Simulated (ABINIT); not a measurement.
# CsPbCl3 (Pm-3m): a self-consistent loop beyond G0W0, cycle by cycle, part 2 of 3

How far does self-consistency move the gap of CsPbCl3 (Pm-3m)?

ABINIT 10.8.3; PBEsol and many-body steps on it, plane waves. Known limits of the many-body steps: not at the basis limit; no spin-orbit coupling; coarse k mesh.

So far. Step 5 (evGW0, cycle 1): Against G0W0 in ABINIT (2×2×2 mesh, 142 bands, screening to 106.1 eV, Godby-Needs plasmon pole), the gap moves by +0.314 eV. This first cycle still uses the starting levels; it takes the full correction, at all points of the mesh, and its linearised value is 3.177 eV. Step 6 (evGW0, cycle 2): Against the cycle before, the gap moves by −0.119 eV.

**7. evGW0, cycle 3**

Level of this step: evGW0 on PBEsol, plane waves, norm-conserving pseudopotentials (ABINIT).

run.abi

```
acell 3*1.0 Angstrom
rprim 
  5.605000000000 0.000000000000 0.000000000000
  0.000000000000 5.605000000000 0.000000000000
  0.000000000000 0.000000000000 5.605000000000
ntypat 3
znucl 55 82 17
natom 5
typat 1 2 3 3 3
xred 
  0.000000000000 0.000000000000 0.000000000000
  0.500000000000 0.500000000000 0.500000000000
  0.500000000000 0.500000000000 0.000000000000
  0.000000000000 0.500000000000 0.500000000000
  0.500000000000 0.000000000000 0.500000000000
pp_dirpath "pseudos"
pseudos "Cs.upf, Pb.upf, Cl.upf"
ecut 32
ngkpt 2 2 2
nshiftk 1
shiftk 0 0 0
kptopt 1
chksymbreak 0
istwfk *1
occopt 1
irdwfk 1
optdriver 4
nband 142
gwcalctyp 10
ecutsigx 32
symsigma 1
nkptgw 4
kptgw 
  0.0000000000 0.0000000000 0.0000000000
  0.5000000000 0.0000000000 0.0000000000
  0.5000000000 0.5000000000 0.0000000000
  0.5000000000 0.5000000000 0.5000000000
bdgw 
  14 59
  14 59
  14 59
  14 59
ecuteps 3.9
irdscr 1
ppmodel 1
irdqps 1
indata_prefix "in"
outdata_prefix "out"
tmpdata_prefix "tmp"
```

Command:

```sh
> OMP_NUM_THREADS=1 mpirun -n 8 abinit run.abi > log
```

Log:

```text
.Version 10.8.3 of ABINIT. v10.8.2 released Aug 2026.

 Symmetries : space group Pm -3 m (#221); Bravais cP (primitive cubic)
[... echo of the input left out ...]
== DATASET  1 ==================================================================
-   mpi_nproc: 8, omp_nthreads: 1 (-1 if OMP is not activated)

--- !DatasetInfo
iteration_state: {dtset: 1, }
dimensions: {natom: 5, nkpt: 4, mband: 142, nsppol: 1, nspinor: 1, nspden: 1, mpw: 10280, }
cutoff_energies: {ecut:  32.0, pawecutdg:  -1.0, }
[...]
.  kptgw no:  2; Maximum DeltaE = (  -0.001   0.001) for band index: 38
.  kptgw no:  3; Maximum DeltaE = (   0.010   0.000) for band index: 46
.  kptgw no:  4; Maximum DeltaE = (  -0.004   0.001) for band index: 43

== END DATASET(S) ==============================================================
================================================================================

 -outvars: echo values of variables after computation  --------
           etotal      0.0000000000E+00
            nband         142
             nkpt           4
          spgroup         221
 [... the other variables as echoed above ...]

 Calculation completed.
```

The job ended after 2.7 min (8 MPI ranks of Arm Neoverse V2, shared host; peak memory 6.6 GiB; 21 min of CPU time).

This step gave:

```
quasiparticle gap on the mesh                         : 3.379 eV
gap of the density functional on the mesh             : 1.798 eV
k of the valence top                                  : 0.5, 0.5, 0.5
k of the conduction bottom                            : 0.5, 0.5, 0.5
least direct quasiparticle gap on the computed points : 3.379 eV
```

Against the cycle before, the gap moves by +0.007 eV.

**8. Screening, 2×2×2 mesh, 142 bands, screening to 106.1 eV**

This step: RPA screening on PBEsol, plane waves, norm-conserving pseudopotentials.

Edit run.abi of step 7 so:

```diff
@@ -26,22 +26,13 @@
 irdwfk 1
-optdriver 4
+optdriver 3
 nband 142
+ecuteps 3.9
+inclvkb 2
+awtr 1
+symchi 1
 gwcalctyp 10
-ecutsigx 32
-symsigma 1
-nkptgw 4
-kptgw 
-  0.0000000000 0.0000000000 0.0000000000
-  0.5000000000 0.0000000000 0.0000000000
-  0.5000000000 0.5000000000 0.0000000000
-  0.5000000000 0.5000000000 0.5000000000
-bdgw 
-  14 59
-  14 59
-  14 59
-  14 59
-ecuteps 3.9
-irdscr 1
-ppmodel 1
-irdqps 1
+mbpt_sciss 1.769 eV
+nqptdm 1
+qptdm 
+  0 0 0
 indata_prefix "in"
```

Log:

```text
.Version 10.8.3 of ABINIT. v10.8.2 released Aug 2026.

 Symmetries : space group Pm -3 m (#221); Bravais cP (primitive cubic)
[... echo of the input left out ...]
== DATASET  1 ==================================================================
-   mpi_nproc: 8, omp_nthreads: 1 (-1 if OMP is not activated)

--- !DatasetInfo
iteration_state: {dtset: 1, }
dimensions: {natom: 5, nkpt: 4, mband: 142, nsppol: 1, nspinor: 1, nspden: 1, mpw: 10280, }
cutoff_energies: {ecut:  32.0, pawecutdg:  -1.0, }
electrons: {nelect:   5.20000000E+01, charge:   0.00000000E+00, occopt:   1.00000000E+00, tsmear:   1.00000000E-02, }

 SCREENING: Calculation of the susceptibility and dielectric matrices

 Based on a program developped by R.W. Godby, V. Olevano, G. Onida, and L. Reining.
 Incorporated in ABINIT by V. Olevano, G.-M. Rignanese, and M. Torrent.
.Using double precision arithmetic ; gwpc =  8

[... cell and pseudopotentials left out ...]
--------------------------------------------------------------------------------

 ==== K-mesh for the wavefunctions ====
 Number of points in the irreducible wedge :     4
[... list of points left out ...]
 Together with 48 symmetry operations and time-reversal symmetry
 yields     8 points in the full Brillouin Zone.

 ==== Q-mesh for the screening function ====
 Number of points in the irreducible wedge :     4
[... list of points left out ...]
 Together with 48 symmetry operations and time-reversal symmetry
 yields     8 points in the full Brillouin Zone.

 setmesh: FFT mesh size selected  =    40x   40x   40
          total number of points  =        64000

 vcoul_init : cutoff-mode = AUXILIARY_FUNCTION
 q-points for optical limit:   1
     1)      0.000010    0.000020    0.000030

 Dielectric matrix will be calculated only for some
 selected q points provided by the user through the input variables
 nqptdm and qptdm

- screening: taking advantage of time-reversal symmetry
- Maximum band index for partially occupied states nbvw = 26
- Remaining bands to be divided among processors   nbcw = 116
- Number of bands treated by each node ~14

 rdqps: reading QP wavefunctions of the previous step
        looking for file in_QPS
 file not found, 1st iteration initialized with KS eigenelements

 screening : performing a first self-consistency
 update of the energies in W by a scissor operator
 applying a scissor operator of [eV] :   1.769

 Number of electrons calculated from density =   52.0000; Expected =   52.0000
 average of density, n =  0.043760
 r_s =    1.7604
 omega_plasma =   20.1788 [eV]

 calculating chi0 at frequencies [eV] :
  1    0.000000E+00    0.000000E+00
  2    0.000000E+00    2.017881E+01

--------------------------------------------------------------------------------
  q-point number  1        q = ( 0.000000, 0.000000, 0.000000) [r.l.u.]
--------------------------------------------------------------------------------
[... chi0 elements left out ...]
 For q-point:  0.000010 0.000020 0.000030
  dielectric constant =   5.6296
  dielectric constant without local fields =   6.2762

  Average fulfillment of the sum rule on Im[epsilon] for q-point    1 :     63.44  [%]
[... wings left out ...]
== END DATASET(S) ==============================================================
================================================================================

 -outvars: echo values of variables after computation  --------
           etotal      0.0000000000E+00
            nband         142
             nkpt           4
          spgroup         221
 [... the other variables as echoed above ...]

 Calculation completed.
```

Run time: 19 s. Hardware: 8 MPI ranks; peak memory 3 GiB; 2.5 min of CPU time.

Numbers from this step:

| Item | Value |
| --- | --- |
| ε∞ with local fields, on this mesh, along the program's q direction | 5.630 |
| the same without local fields | 6.276 |
| plasma frequency | 20.18 eV |
| plane waves in the screening matrix | 461 |

This screening uses the functional's bands under a rigid shift, the mean opening of the cycle before.

**9. Screening, 2×2×2 mesh, 142 bands, screening to 106.1 eV**

This step: RPA screening on PBEsol from quasiparticle energies, plane waves, norm-conserving pseudopotentials.

Edit run.abi of step 8 so:

```diff
@@ -32,7 +32,9 @@
 symchi 1
+irdqps 1
 gwcalctyp 10
-mbpt_sciss 1.769 eV
-nqptdm 1
+nqptdm 3
 qptdm 
-  0 0 0
+  0.5000000000 0.0000000000 0.0000000000
+  0.5000000000 0.5000000000 0.0000000000
+  0.5000000000 0.5000000000 0.5000000000
 indata_prefix "in"
```

mrgscr.stdin

```
2
merged
q0_SCR
out_SCR
1
```

Command:

```sh
> OMP_NUM_THREADS=1 mpirun -n 8 abinit run.abi > log; mrgscr < mrgscr.stdin
```

Log:

```text
.Version 10.8.3 of ABINIT. v10.8.2 released Aug 2026.

 Symmetries : space group Pm -3 m (#221); Bravais cP (primitive cubic)
[... echo of the input left out ...]
== DATASET  1 ==================================================================
-   mpi_nproc: 8, omp_nthreads: 1 (-1 if OMP is not activated)

--- !DatasetInfo
iteration_state: {dtset: 1, }
dimensions: {natom: 5, nkpt: 4, mband: 142, nsppol: 1, nspinor: 1, nspden: 1, mpw: 10280, }
cutoff_energies: {ecut:  32.0, pawecutdg:  -1.0, }
[...]
q-point number  1        q = ( 0.500000, 0.000000, 0.000000) [r.l.u.]
--------------------------------------------------------------------------------
[... chi0 elements left out ...]
  Average fulfillment of the sum rule on Im[epsilon] for q-point    2 :     73.38  [%]

--------------------------------------------------------------------------------
  q-point number  2        q = ( 0.500000, 0.500000, 0.000000) [r.l.u.]
--------------------------------------------------------------------------------
[... chi0 elements left out ...]
  Average fulfillment of the sum rule on Im[epsilon] for q-point    3 :     70.79  [%]

 [... 1 further q-points ...]
```

It took 11 s on 8 MPI ranks; peak memory 2.3 GiB.

Numbers from this step:

```yaml
plasma_frequency: 20.18 eV
plane_waves_in_the_screening_matrix: 461
```

This screening reads the quasiparticle levels of the cycle before.

**10. evGW, cycle 1**

This step: evGW on PBEsol, plane waves, norm-conserving pseudopotentials.

Edit run.abi of step 9 so:

```diff
@@ -26,12 +26,10 @@
 irdwfk 1
-optdriver 3
+optdriver 4
 nband 142
-ecuteps 3.9
-inclvkb 2
-awtr 1
-symchi 1
-irdqps 1
 gwcalctyp 10
-nqptdm 3
-qptdm 
+ecutsigx 32
+symsigma 1
+nkptgw 4
+kptgw 
+  0.0000000000 0.0000000000 0.0000000000
   0.5000000000 0.0000000000 0.0000000000
@@ -39,2 +37,11 @@
   0.5000000000 0.5000000000 0.5000000000
+bdgw 
+  14 59
+  14 59
+  14 59
+  14 59
+ecuteps 3.9
+irdscr 1
+ppmodel 1
+irdqps 1
 indata_prefix "in"
```

Command:

```sh
> OMP_NUM_THREADS=1 mpirun -n 8 abinit run.abi > log
```

Log:

```text
.Version 10.8.3 of ABINIT. v10.8.2 released Aug 2026.

 Symmetries : space group Pm -3 m (#221); Bravais cP (primitive cubic)
[... echo of the input left out ...]
== DATASET  1 ==================================================================
-   mpi_nproc: 8, omp_nthreads: 1 (-1 if OMP is not activated)

--- !DatasetInfo
iteration_state: {dtset: 1, }
dimensions: {natom: 5, nkpt: 4, mband: 142, nsppol: 1, nspinor: 1, nspden: 1, mpw: 10280, }
cutoff_energies: {ecut:  32.0, pawecutdg:  -1.0, }
[...]
.  kptgw no:  2; Maximum DeltaE = (   0.258   0.000) for band index: 46
.  kptgw no:  3; Maximum DeltaE = (   0.289  -0.000) for band index: 46
.  kptgw no:  4; Maximum DeltaE = (   0.201  -0.000) for band index: 41

== END DATASET(S) ==============================================================
================================================================================

 -outvars: echo values of variables after computation  --------
           etotal      0.0000000000E+00
            nband         142
             nkpt           4
          spgroup         221
 [... the other variables as echoed above ...]

 Calculation completed.
```

It took 2.7 min on 8 MPI ranks; peak memory 6.6 GiB; 22 min of CPU time.

Numbers from this step:

| Quantity | Value |
| --- | --- |
| quasiparticle gap on the mesh | 3.751 eV |
| gap of the density functional on the mesh | 1.798 eV |
| k of the valence top | 0.5, 0.5, 0.5 |
| k of the conduction bottom | 0.5, 0.5, 0.5 |
| least direct quasiparticle gap on the computed points | 3.751 eV |

Against G0W0 in ABINIT (2×2×2 mesh, 142 bands, screening to 106.1 eV, Godby-Needs plasmon pole), the gap moves by +0.574 eV.

**11. Screening, 2×2×2 mesh, 142 bands, screening to 106.1 eV**

This step: RPA screening on PBEsol, plane waves, norm-conserving pseudopotentials.

Edit run.abi of step 10 so:

```diff
@@ -26,22 +26,13 @@
 irdwfk 1
-optdriver 4
+optdriver 3
 nband 142
+ecuteps 3.9
+inclvkb 2
+awtr 1
+symchi 1
 gwcalctyp 10
-ecutsigx 32
-symsigma 1
-nkptgw 4
-kptgw 
-  0.0000000000 0.0000000000 0.0000000000
-  0.5000000000 0.0000000000 0.0000000000
-  0.5000000000 0.5000000000 0.0000000000
-  0.5000000000 0.5000000000 0.5000000000
-bdgw 
-  14 59
-  14 59
-  14 59
-  14 59
-ecuteps 3.9
-irdscr 1
-ppmodel 1
-irdqps 1
+mbpt_sciss 2.189 eV
+nqptdm 1
+qptdm 
+  0 0 0
 indata_prefix "in"
```

Log:

```text
.Version 10.8.3 of ABINIT. v10.8.2 released Aug 2026.

 Symmetries : space group Pm -3 m (#221); Bravais cP (primitive cubic)
[... echo of the input left out ...]
== DATASET  1 ==================================================================
-   mpi_nproc: 8, omp_nthreads: 1 (-1 if OMP is not activated)

--- !DatasetInfo
iteration_state: {dtset: 1, }
dimensions: {natom: 5, nkpt: 4, mband: 142, nsppol: 1, nspinor: 1, nspden: 1, mpw: 10280, }
cutoff_energies: {ecut:  32.0, pawecutdg:  -1.0, }
[...]
[... chi0 elements left out ...]
 For q-point:  0.000010 0.000020 0.000030
  dielectric constant =   5.3114
  dielectric constant without local fields =   5.9057

  Average fulfillment of the sum rule on Im[epsilon] for q-point    1 :     64.55  [%]
[... wings left out ...]
== END DATASET(S) ==============================================================
================================================================================

 -outvars: echo values of variables after computation  --------
           etotal      0.0000000000E+00
            nband         142
             nkpt           4
          spgroup         221
 [... the other variables as echoed above ...]

 Calculation completed.
```

Elapsed: 19 s, on 8 MPI ranks; peak memory 3 GiB.

Numbers from this step:

```
ε∞ with local fields, on this mesh, along the program's q direction : 5.311
the same without local fields                                       : 5.906
plasma frequency                                                    : 20.18 eV
plane waves in the screening matrix                                 : 461
```

This screening uses the functional's bands under a rigid shift, the mean opening of the cycle before.

**12. Screening, 2×2×2 mesh, 142 bands, screening to 106.1 eV**

This step: RPA screening on PBEsol from quasiparticle energies, plane waves, norm-conserving pseudopotentials.

Edit run.abi of step 11 so:

```diff
@@ -32,7 +32,9 @@
 symchi 1
+irdqps 1
 gwcalctyp 10
-mbpt_sciss 2.189 eV
-nqptdm 1
+nqptdm 3
 qptdm 
-  0 0 0
+  0.5000000000 0.0000000000 0.0000000000
+  0.5000000000 0.5000000000 0.0000000000
+  0.5000000000 0.5000000000 0.5000000000
 indata_prefix "in"
```

mrgscr.stdin is that of step 9.

Command:

```sh
> OMP_NUM_THREADS=1 mpirun -n 8 abinit run.abi > log; mrgscr < mrgscr.stdin
```

Log:

```text
.Version 10.8.3 of ABINIT. v10.8.2 released Aug 2026.

 Symmetries : space group Pm -3 m (#221); Bravais cP (primitive cubic)
[... echo of the input left out ...]
== DATASET  1 ==================================================================
-   mpi_nproc: 8, omp_nthreads: 1 (-1 if OMP is not activated)

--- !DatasetInfo
iteration_state: {dtset: 1, }
dimensions: {natom: 5, nkpt: 4, mband: 142, nsppol: 1, nspinor: 1, nspden: 1, mpw: 10280, }
cutoff_energies: {ecut:  32.0, pawecutdg:  -1.0, }
[...]
q-point number  1        q = ( 0.500000, 0.000000, 0.000000) [r.l.u.]
--------------------------------------------------------------------------------
[... chi0 elements left out ...]
  Average fulfillment of the sum rule on Im[epsilon] for q-point    2 :     74.86  [%]

--------------------------------------------------------------------------------
  q-point number  2        q = ( 0.500000, 0.500000, 0.000000) [r.l.u.]
--------------------------------------------------------------------------------
[... chi0 elements left out ...]
  Average fulfillment of the sum rule on Im[epsilon] for q-point    3 :     72.13  [%]

 [... 1 further q-points ...]
```

Elapsed: 11 s, on 8 MPI ranks; peak memory 2.3 GiB; 85 s of CPU time.

Numbers from this step:

```
plasma frequency                    : 20.18 eV
plane waves in the screening matrix : 461
```

This screening reads the quasiparticle levels of the cycle before.

**13. evGW, cycle 2**

This step: evGW on PBEsol, plane waves, norm-conserving pseudopotentials.

Edit run.abi of step 12 so:

```diff
@@ -26,12 +26,10 @@
 irdwfk 1
-optdriver 3
+optdriver 4
 nband 142
-ecuteps 3.9
-inclvkb 2
-awtr 1
-symchi 1
-irdqps 1
 gwcalctyp 10
-nqptdm 3
-qptdm 
+ecutsigx 32
+symsigma 1
+nkptgw 4
+kptgw 
+  0.0000000000 0.0000000000 0.0000000000
   0.5000000000 0.0000000000 0.0000000000
@@ -39,2 +37,11 @@
   0.5000000000 0.5000000000 0.5000000000
+bdgw 
+  14 59
+  14 59
+  14 59
+  14 59
+ecuteps 3.9
+irdscr 1
+ppmodel 1
+irdqps 1
 indata_prefix "in"
```

Command:

```sh
> OMP_NUM_THREADS=1 mpirun -n 8 abinit run.abi > log
```

Log:

```text
.Version 10.8.3 of ABINIT. v10.8.2 released Aug 2026.

 Symmetries : space group Pm -3 m (#221); Bravais cP (primitive cubic)
[... echo of the input left out ...]
== DATASET  1 ==================================================================
-   mpi_nproc: 8, omp_nthreads: 1 (-1 if OMP is not activated)

--- !DatasetInfo
iteration_state: {dtset: 1, }
dimensions: {natom: 5, nkpt: 4, mband: 142, nsppol: 1, nspinor: 1, nspden: 1, mpw: 10280, }
cutoff_energies: {ecut:  32.0, pawecutdg:  -1.0, }
[...]
.  kptgw no:  2; Maximum DeltaE = (   0.030  -0.000) for band index: 38
.  kptgw no:  3; Maximum DeltaE = (   0.032  -0.002) for band index: 10
.  kptgw no:  4; Maximum DeltaE = (   0.023  -0.000) for band index: 29

== END DATASET(S) ==============================================================
================================================================================

 -outvars: echo values of variables after computation  --------
           etotal      0.0000000000E+00
            nband         142
             nkpt           4
          spgroup         221
 [... the other variables as echoed above ...]

 Calculation completed.
```

Elapsed: 2.7 min, on 8 MPI ranks; peak memory 6.6 GiB.

This step gave:

```yaml
quasiparticle_gap_on_the_mesh: 3.801 eV
gap_of_the_density_functional_on_the_mesh: 1.798 eV
k_of_the_valence_top: 0.5, 0.5, 0.5
k_of_the_conduction_bottom: 0.5, 0.5, 0.5
least_direct_quasiparticle_gap_on_the_computed_points: 3.801 eV
```

Against the cycle before, the gap moves by +0.050 eV.

**14. Screening, 2×2×2 mesh, 142 bands, screening to 106.1 eV**

This step: RPA screening on PBEsol, plane waves, norm-conserving pseudopotentials.

Edit run.abi of step 13 so:

```diff
@@ -26,22 +26,13 @@
 irdwfk 1
-optdriver 4
+optdriver 3
 nband 142
+ecuteps 3.9
+inclvkb 2
+awtr 1
+symchi 1
 gwcalctyp 10
-ecutsigx 32
-symsigma 1
-nkptgw 4
-kptgw 
-  0.0000000000 0.0000000000 0.0000000000
-  0.5000000000 0.0000000000 0.0000000000
-  0.5000000000 0.5000000000 0.0000000000
-  0.5000000000 0.5000000000 0.5000000000
-bdgw 
-  14 59
-  14 59
-  14 59
-  14 59
-ecuteps 3.9
-irdscr 1
-ppmodel 1
-irdqps 1
+mbpt_sciss 2.245 eV
+nqptdm 1
+qptdm 
+  0 0 0
 indata_prefix "in"
```

Log:

```text
.Version 10.8.3 of ABINIT. v10.8.2 released Aug 2026.

 Symmetries : space group Pm -3 m (#221); Bravais cP (primitive cubic)
[... echo of the input left out ...]
== DATASET  1 ==================================================================
-   mpi_nproc: 8, omp_nthreads: 1 (-1 if OMP is not activated)

--- !DatasetInfo
iteration_state: {dtset: 1, }
dimensions: {natom: 5, nkpt: 4, mband: 142, nsppol: 1, nspinor: 1, nspden: 1, mpw: 10280, }
cutoff_energies: {ecut:  32.0, pawecutdg:  -1.0, }
[...]
[... chi0 elements left out ...]
 For q-point:  0.000010 0.000020 0.000030
  dielectric constant =   5.2727
  dielectric constant without local fields =   5.8608

  Average fulfillment of the sum rule on Im[epsilon] for q-point    1 :     64.70  [%]
[... wings left out ...]
== END DATASET(S) ==============================================================
================================================================================

 -outvars: echo values of variables after computation  --------
           etotal      0.0000000000E+00
            nband         142
             nkpt           4
          spgroup         221
 [... the other variables as echoed above ...]

 Calculation completed.
```

Wall time 18 s (8 MPI ranks); peak memory 3 GiB; 2.4 min of CPU time.

Numbers from this step:

```yaml
eps_infinity_with_local_fields_on_this_mesh_along_the_program_s_q_direction: 5.273
the_same_without_local_fields: 5.861
plasma_frequency: 20.18 eV
plane_waves_in_the_screening_matrix: 461
```

This screening uses the functional's bands under a rigid shift, the mean opening of the cycle before.

[end of part 2 of 3]

[Paths, hosts, dates, memory and timing lines, banners, echoed tables and standing remarks are left out of the program output.]

[Logs are printed without paths, hosts, clocks, repeated set-up lines and the standing remarks that a program may print on its own settings, such as how far it seeks lower states.]

[Runs of the session that timed out or met a known fault of the program may be left out.]

[Hosts, paths, dates, database ids (printed as entryN), source tags and the programs' standing remarks are cut or masked in the printed files.]

[G0W0 gaps are taken among the corrected bands and points alone; a level outside them can change the order at an edge.]

[Where Ansatz stands beside ABINIT at settings called matched, ABINIT's density can come from a denser mesh and the files from another edition; pairs whose starting gaps differed by over 0.03 eV were left out, so agreement reads better than it is.]
